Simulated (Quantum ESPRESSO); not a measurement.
# SrO (Fm-3m): a mode Grüneisen parameter, worked out

Aim: the Grüneisen parameter and the pressure coefficient of an optical mode of SrO (Fm-3m).

Main program and level: Quantum ESPRESSO 7.5; DFT LDA, scalar-relativistic, plane waves, PseudoDojo norm-conserving pseudopotentials.

The database entry behind the starting cell differs from later determinations by our own check (about 0.5 % short), so it need not match the best structure at ambient conditions.

## Step 1: The relaxed structure

It takes space group Fm-3m (No. 225, cubic). The conventional cell has a = 5.061 Å, b = 5.061 Å, c = 5.061 Å, α = 90.00°, β = 90.00°, γ = 90.00°. Sr has 6 O at 2.53 Å nearest. O has 6 Sr at 2.53 Å nearest. Farther neighbours and most contacts between anions are not listed.

As a file:

```
Sr O
1.0
    -2.53049    0.00000    2.53049
     0.00000    2.53049    2.53049
    -2.53049    2.53049    0.00000
Sr O
1 1
Direct
  0.50000 0.50000 0.50000
  0.00000 0.00000 0.00000
```

This is the cell after its relaxation at this level of theory, not the database cell from which that began.

## Step 2: Runs at several volumes

The relaxed cell is scaled uniformly; in this structure symmetry fixes all atoms, so nothing has to be relaxed anew. Each volume gets a ground state and a response at Γ. The mode followed is the highest one without the macroscopic field, of symmetry T1u; longitudinal polar modes lie higher. Cutoff 92 Ry, k mesh 8×8×8.

From the response at V/V₀ = 0.94:

What it wrote:

```text
[banners, grids, parts of the stress and lines that vanish by symmetry left out]
Program PHONON v.7.5
     Reading xml data from directory:

[...]
Exchange-correlation= PW
                           (   1   4   0   0   0   0   0)
[...]
kinetic-energy cut-off    =      92.0000  Ry
     charge density cut-off    =     368.0000  Ry
     convergence threshold     =      1.0E-18
[...]
Exchange-correlation= PW
                           (   1   4   0   0   0   0   0)
[...]
q = (   0.0000000   0.0000000   0.0000000 )
     49 Sym.Ops. (with q -> -q+G )
     G cutoff =  818.1642  (  24357 G-vectors)     FFT grid: ( 45, 45, 45)
     number of k points=    29
[...]
Mode symmetry, O_h (m-3m)  point group:
[...]
Dielectric constant
[...]
End of electric fields calculation
          Dielectric constant in cartesian axis
          (       3.909237466      -0.000000000      -0.000000000 )
          (      -0.000000000       3.909237466       0.000000000 )
          (      -0.000000000       0.000000000       3.909237466 )
          Effective charges (d Force / dE) in cartesian axis without acoustic sum rule applied (asr)
           atom    1  Sr    Mean Z*:        2.52103
      Ex  (        2.52103       -0.00000       -0.00000 )
      Ey  (       -0.00000        2.52103        0.00000 )
      Ez  (        0.00000        0.00000        2.52103 )
           atom    2  O     Mean Z*:       -2.52141
      Ex  (       -2.52141       -0.00000       -0.00000 )
      Ey  (       -0.00000       -2.52141        0.00000 )
      Ez  (       -0.00000        0.00000       -2.52141 )
          Effective charges Sum: Mean:       -0.00038
[...]
Effective charges (d Force / dE) in cartesian axis with asr applied:
           atom    1  Sr    Mean Z*:        2.52122
[...]
atom    2  O     Mean Z*:       -2.52122
[...]
Representation #   1 modes #   1   2   3
[...]
End of self-consistent calculation
     Convergence has been achieved
     Representation #   2 modes #   4   5   6
[...]
End of self-consistent calculation
     Convergence has been achieved
[...]
Dielectric constant in cartesian axis
          (       3.909237466      -0.000000000      -0.000000000 )
          (      -0.000000000       3.909237466       0.000000000 )
          (      -0.000000000       0.000000000       3.909237466 )
          Effective charges (d Force / dE) in cartesian axis without acoustic sum rule applied (asr)
           atom    1  Sr    Mean Z*:        2.52103
      Ex  (        2.52103       -0.00000       -0.00000 )
      Ey  (       -0.00000        2.52103        0.00000 )
      Ez  (        0.00000        0.00000        2.52103 )
           atom    2  O     Mean Z*:       -2.52141
      Ex  (       -2.52141       -0.00000       -0.00000 )
      Ey  (       -0.00000       -2.52141        0.00000 )
      Ez  (       -0.00000        0.00000       -2.52141 )
          Effective charges Sum: Mean:       -0.00038
[...]
Effective charges (d Force / dE) in cartesian axis with asr applied:
           atom    1  Sr    Mean Z*:        2.52122
[...]
atom    2  O     Mean Z*:       -2.52122
[...]
q = (    0.000000000   0.000000000   0.000000000 )
[...]
freq (    1) =       0.021607 [THz] =       0.720725 [cm-1]
     freq (    2) =       0.021607 [THz] =       0.720725 [cm-1]
     freq (    3) =       0.021607 [THz] =       0.720725 [cm-1]
     freq (    4) =       7.599261 [THz] =     253.484072 [cm-1]
     freq (    5) =       7.599261 [THz] =     253.484072 [cm-1]
     freq (    6) =       7.599261 [THz] =     253.484072 [cm-1]
[...]
Mode symmetry, O_h (m-3m)  point group:
     freq (   1-   3) =          0.7  [cm-1]   --> T_1u G_15  G_4- I
     freq (   4-   6) =        253.5  [cm-1]   --> T_1u G_15  G_4- I

   JOB DONE.
```

One volume, V/V₀ = 1, is held back as a test.

```csv
V/V₀,volume (Å³/atom),pressure (GPa),ω (cm⁻¹)
0.94,15.231,7.45,253.48
0.97,15.718,3.42,234.96
1,16.204,0.00,held back
1.03,16.690,-2.89,198.47
1.06,17.176,-5.35,180.32
```

## Step 3: The fit

The mode Grüneisen parameter is γ = −d ln ω / d ln V.

```csv
ln(V/V₀),ln ω
-0.0619,5.5353
-0.0305,5.4594
0.0296,5.2906
0.0583,5.1947
```

A straight line through these points has the slope -2.828, so γ = 2.83; at V/V₀ = 1 it predicts ω = exp(5.3668 + 0.0000) = 214.18 cm⁻¹.

A parabola of pressure against ln V through V/V₀ = 0.97, 1 and 1.03 gives the bulk modulus B = −dP/d ln V = 105 GPa at V₀. With ω₀ from the fitted line the pressure coefficient follows as dω/dP = γ ω₀ / B = 2.83 × 214.2 / 105 = 5.77 cm⁻¹/GPa.

## Step 4: The run that was held back

What it wrote:

```text
[banners, grids, parts of the stress and lines that vanish by symmetry left out]
[banner, memory and clock lines left out]
Program PHONON v.7.5

[...]
Exchange-correlation= PW
                           (   1   4   0   0   0   0   0)
[...]
kinetic-energy cut-off    =      92.0000  Ry
     charge density cut-off    =     368.0000  Ry
     convergence threshold     =      1.0E-18
[...]
Exchange-correlation= PW
                           (   1   4   0   0   0   0   0)
[...]
q = (   0.0000000   0.0000000   0.0000000 )
     49 Sym.Ops. (with q -> -q+G )
     G cutoff =  852.6195  (  26229 G-vectors)     FFT grid: ( 45, 45, 45)
     number of k points=    29
[...]
Mode symmetry, O_h (m-3m)  point group:
[...]
Dielectric constant
[...]
End of electric fields calculation
          Dielectric constant in cartesian axis
          (       3.862306682       0.000000000       0.000000000 )
          (       0.000000000       3.862306682      -0.000000000 )
          (       0.000000000      -0.000000000       3.862306682 )
          Effective charges (d Force / dE) in cartesian axis without acoustic sum rule applied (asr)
           atom    1  Sr    Mean Z*:        2.47556
      Ex  (        2.47556        0.00000        0.00000 )
      Ey  (        0.00000        2.47556       -0.00000 )
      Ez  (        0.00000       -0.00000        2.47556 )
           atom    2  O     Mean Z*:       -2.47586
      Ex  (       -2.47586        0.00000        0.00000 )
      Ey  (        0.00000       -2.47586       -0.00000 )
      Ez  (        0.00000       -0.00000       -2.47586 )
[...]
Representation #   1 modes #   1   2   3
[...]
End of self-consistent calculation
     Convergence has been achieved
     Representation #   2 modes #   4   5   6
[...]
End of self-consistent calculation
     Convergence has been achieved
[...]
Dielectric constant in cartesian axis
          (       3.862306682       0.000000000       0.000000000 )
          (       0.000000000       3.862306682      -0.000000000 )
          (       0.000000000      -0.000000000       3.862306682 )
          Effective charges (d Force / dE) in cartesian axis without acoustic sum rule applied (asr)
           atom    1  Sr    Mean Z*:        2.47556
      Ex  (        2.47556        0.00000        0.00000 )
      Ey  (        0.00000        2.47556       -0.00000 )
      Ez  (        0.00000       -0.00000        2.47556 )
           atom    2  O     Mean Z*:       -2.47586
      Ex  (       -2.47586        0.00000        0.00000 )
      Ey  (        0.00000       -2.47586       -0.00000 )
      Ez  (        0.00000       -0.00000       -2.47586 )
          Effective charges Sum: Mean:       -0.00030
[...]
Effective charges (d Force / dE) in cartesian axis with asr applied:
           atom    1  Sr    Mean Z*:        2.47571
[...]
atom    2  O     Mean Z*:       -2.47571
[...]
q = (    0.000000000   0.000000000   0.000000000 )
[...]
freq (    1) =       0.021705 [THz] =       0.723996 [cm-1]
     freq (    2) =       0.021705 [THz] =       0.723996 [cm-1]
     freq (    3) =       0.021705 [THz] =       0.723996 [cm-1]
     freq (    4) =       6.496406 [THz] =     216.696787 [cm-1]
     freq (    5) =       6.496406 [THz] =     216.696787 [cm-1]
     freq (    6) =       6.496406 [THz] =     216.696787 [cm-1]
[...]
Mode symmetry, O_h (m-3m)  point group:
     freq (   1-   3) =          0.7  [cm-1]   --> T_1u G_15  G_4- I
     freq (   4-   6) =        216.7  [cm-1]   --> T_1u G_15  G_4- I
```

It gives 216.70 cm⁻¹ against the predicted 214.18 cm⁻¹, a miss of 3 cm⁻¹.

## Step 5: Summary of results

```
mode Grüneisen parameter : 2.828
bulk modulus             : 105 GPa
pressure coefficient     : 5.77 cm⁻¹/GPa
```

What this shows: The highest optical mode of SrO (Fm-3m) without the LO-TO term stiffens by 5.77 cm⁻¹ a GPa near the relaxed volume, with γ = 2.83. The power law meets all 5 runs within 1.17 %; between neighbouring volumes γ runs from 2.41 to 3.34. Such a coefficient turns a measured shift of this mode into a hydrostatic stress; uniaxial or biaxial stress splits the mode and needs deformation potentials. These are harmonic values at zero temperature for the structure held cubic, which a run at Γ can't show to be stable; the bulk modulus rests on three points.

[Host names and launcher messages were left out of these logs when they were recorded.]

[Logs are printed without paths, hosts, clocks, repeated set-up lines and the standing remarks that a program may print on its own settings, such as how far it seeks lower states.]

[Hosts, paths, dates, database ids (printed as entryN), source tags and the programs' standing remarks are cut or masked in the printed files.]
